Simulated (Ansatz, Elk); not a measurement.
# BiH3: X-ray structure factors from the self-consistent density

The structure of BiH3 used here is made up (a known structure type with other elements) and was relaxed beforehand with PBEsol. The aim is the Fourier transform of its all-electron density, F(hkl), set beside the sum over free spherical atoms that refinements use.

Method: DFT, PBE, all-electron APW+lo, Dirac cores, scalar-relativistic bands, static density, no spin, in Elk 11.2.3 (patched build).

This account leaves out most program logs.

The structure was built from a prototype and need not be the compound's stable phase.

### Step 1. The starting structure

The structure is hexagonal, space group P6_3/mmc (No. 194). The conventional cell has a = 3.782 Å, b = 3.782 Å, c = 6.220 Å, α = 90.00°, β = 90.00°, γ = 120.00°. Bi has 2 H at 2.10 Å nearest. Nearest to H lie 1 H at 2.02 Å and 1 Bi at 2.10 Å. H has 6 H at 2.25 Å nearest. Farther neighbours are not listed.

### Step 2. Ground state and structure factors

An all-electron density is needed, since X-rays see the cores too. Task 0 finds the density and task 195 Fourier-transforms it; tshift is off so that phases refer to the origin typed.

elk.in reads:

```
tasks
  0
  195

xctype
  20

spinpol
  .false.

rgkmax
  7.0

gmaxvr
  14.0

lmaxo
  7

lmaxapw
  8

swidth
  0.002

tshift
  .false.

ramdisk
  .false.

hmaxvr
  5.5

maxscl
  120

epspot
  1e-06

sppath
  './'

avec
  7.14742990407 -0.00000000000 0.00000000000
  -3.57371495203 6.18985586869 0.00000000000
  0.00000000000 0.00000000000 11.75401306455

atoms
  2
  'Bi.in'
  2
  0.3333333333 0.6666666667 0.2500000000   0.000000 0.000000 0.000000
  0.6666666667 0.3333333333 0.7500000000   0.000000 0.000000 0.000000
  'H.in'
  6
  0.6666666667 0.3333333333 0.0877181454   0.000000 0.000000 0.000000
  0.3333333333 0.6666666667 0.9122818546   0.000000 0.000000 0.000000
  0.3333333333 0.6666666667 0.5877181454   0.000000 0.000000 0.000000
  0.6666666667 0.3333333333 0.4122818546   0.000000 0.000000 0.000000
  -0.0000000000 0.0000000000 0.5000000000   0.000000 0.000000 0.000000
  -0.0000000000 0.0000000000 -0.0000000000   0.000000 0.000000 0.000000

ngridk
  7 7 4
```

Run with:

```bash
$ OMP_NUM_THREADS=4 elk
```

Run time: 50 s. Hardware: 4 threads of Arm Neoverse V2, shared host; peak memory 0.2 GiB.

SFACRHO.OUT:

```text

h k l indices transformed by vhmat matrix:
   1.000000000       0.000000000       0.000000000    
   0.000000000       1.000000000       0.000000000    
   0.000000000       0.000000000       1.000000000    

      h      k      l  multipl.   |H|            Re(F)            Im(F)           |F|

      0      0      0      1   0.0000000       172.00000      0.81842825E-16   172.00000    
      0      0     -1      2  0.53455660      0.96410202E-14  0.47015711E-16  0.96411349E-14
      1      0      0      6   1.0150778      -74.060661      0.74074563E-14   74.060661    
      0      0      2      2   1.0691132      -143.82145     -0.72682455E-15   143.82145    
      1     -1      1      6   1.1472287       124.13765     -0.57479632E-13   124.13765    
     -1      1      1      6   1.1472287      -124.13765     -0.57422458E-13   124.13765    
      0      1      2      6   1.4742408       68.909965      0.70601521E-14   68.909965    
     -1      1      2      6   1.4742408       68.909965      0.28619693E-13   68.909965    
      0      0     -3      2   1.6036698     -0.14173991E-12 -0.27626156E-15  0.14174018E-12
      2     -1      0      6   1.7581663       132.67325     -0.59899083E-13   132.67325    
      1      1      1     12   1.8376342      0.11414179E-12 -0.10350991E-14  0.11414648E-12
      0     -1     -3      6   1.8979304      -111.21693      0.17946961E-13   111.21693    
     -1      0     -3      6   1.8979304       111.21693      0.50510052E-13   111.21693    
     -2      2      0      6   2.0301556      -62.152354     -0.57396438E-13   62.152354    
     -1      2      2     12   2.0577055      -122.48499     -0.11017145E-12   122.48499    
      2     -2      1      6   2.0993529      -105.76171      0.93912418E-13   105.76171    
     -2      0     -1      6   2.0993529       105.76171      0.93449699E-13   105.76171    
      0      0     -4      2   2.1382264       121.68672      0.38603996E-15   121.68672
```

Elk indexes on the primitive cell of elk.in and gives |H| = 4π sin θ/λ in inverse bohr. Below, one row stands for each form hkl of the conventional cell (m members, Friedel mates merged), F is for one primitive cell and the density is static (no thermal factor). Free-atom factors are Waasmaier and Kirfel's, and R is Σm||F|−|F'||/Σm|F|.

```tsv
hkl	m	sin θ/λ (Å⁻¹)	abs F, DFT	neutral atoms	diff.
001	2	0.080	0.000	0.000	+0.000
100	6	0.153	74.061	74.141	-0.080
002	2	0.161	143.821	144.618	-0.797
101	12	0.172	124.138	124.510	-0.372
102	12	0.222	68.910	68.907	+0.003
003	2	0.241	0.000	0.000	+0.000
110	6	0.264	132.673	132.095	+0.578
111	12	0.276	0.000	0.000	+0.000
103	12	0.285	111.217	110.943	+0.274
200	6	0.305	62.152	62.034	+0.119
112	12	0.309	122.485	122.567	-0.082
201	12	0.316	105.762	105.731	+0.031
004	2	0.322	121.687	121.644	+0.043
202	12	0.345	59.405	59.419	-0.013
```

### Step 3. The highest occupied states alone

An energy window below the Fermi level keeps the highest occupied states, to see at which angles they scatter; shallow core shells can lie inside it and anion s states outside. No new self-consistency is needed.

elk.in, as its differences from that of step 2:

```diff
@@ -1,3 +1,2 @@
 tasks
-  0
   195
@@ -40,2 +39,5 @@
 
+wsfac
+  -0.112070 0.555420
+
 sppath
```

Run with:

```bash
$ OMP_NUM_THREADS=4 elk
```

The job ended after 6.6 s (4 threads; peak memory 0.17 GiB).

States within 10 eV below the Fermi level hold 12.00 electrons; any levels below the window count with the cores. Their amplitudes can exceed the total, where window and core parts have opposite phase:

```tsv
hkl	sin θ/λ (Å⁻¹)	abs F, window	abs F, all
001	0.080	0.000	0.000
100	0.153	0.434	74.061
002	0.161	1.896	143.821
101	0.172	0.668	124.138
102	0.222	0.489	68.910
003	0.241	0.000	0.000
110	0.264	2.182	132.673
111	0.276	0.000	0.000
103	0.285	0.994	111.217
200	0.305	0.027	62.152
```

### Step 4. Another functional

The difference from free atoms is small, so it is set against the change that PBEsol makes.

elk.in, as its differences from that of step 3:

```diff
@@ -1,2 +1,3 @@
 tasks
+  0
   195
@@ -4,3 +5,3 @@
 xctype
-  20
+  22
 
@@ -39,5 +40,2 @@
 
-wsfac
-  -0.112070 0.555420
-
 sppath
```

Run with:

```bash
$ OMP_NUM_THREADS=4 elk
```

The job ended after 57 s (4 threads; peak memory 0.19 GiB; 3.2 min of CPU time).

Against the first run R = 0.01 %; the largest change is -0.131 at 110.

### Step 5. A coarser k-mesh

About half the k-points along each axis test the sampling.

elk.in, as its differences from that of step 4:

```diff
@@ -5,3 +5,3 @@
 xctype
-  22
+  20
 
@@ -64,2 +64,2 @@
 ngridk
-  7 7 4
+  4 4 2
```

Run with:

```bash
$ OMP_NUM_THREADS=4 elk
```

Run time: 26 s. Hardware: 4 threads; peak memory 0.2 GiB.

Against the first run R = 0.00 %; the largest change is +0.065 at 002.

### Step 6. Settings against the effect

```tsv
run	R against the first run (%)	R against neutral atoms, low angle (%)	wall time
PBE, rgkmax 7	0.00	0.26	50 s
PBEsol	0.01	0.22	57 s
k-mesh 4×4×2	0.00	0.26	26 s
```

### Step 7. What came out

```json
{
  "R against neutral atoms, sin θ/λ < 0.3 Å⁻¹": "0.26 %",
  "R against neutral atoms, 0.3 to 0.82 Å⁻¹": "0.06 %"
}
```

In words: Independent neutral atoms miss the calculated amplitudes by R = 0.26 % below 0.3 Å⁻¹ and 0.06 % from there to 0.82 Å⁻¹; by shells, 0.26 % 0.15 to 0.3 (6 forms), 0.05 % 0.3 to 0.45 (13 forms), 0.07 % above 0.45 (65 forms). Bonding, aspherical density and the tables' own atoms all enter these figures, and the runs don't part them. The largest change of an amplitude is -0.80 electrons, at 002. The window's part falls from 12.0 electrons at the origin to at most 0.67 between 0.45 and 0.82 Å⁻¹. Below 0.3 Å⁻¹ the changes that finished (PBEsol and k-mesh 4×4×2) move F by R = 0.05 % at most, against the 0.26 % that separates it from free atoms. The basis has no finished test. Spin-orbit coupling is left out, which can matter for elements this heavy. Part of the difference isn't bonding: the tables are fits to free atoms and ions calculated by other methods than this functional. Thermal motion, anomalous dispersion and extinction are left out.

[Logs are printed without paths, hosts, clocks, repeated set-up lines and the standing remarks that a program may print on its own settings, such as how far it seeks lower states.]

[Hosts, paths, dates, database ids (printed as entryN), source tags and the programs' standing remarks are cut or masked in the printed files.]
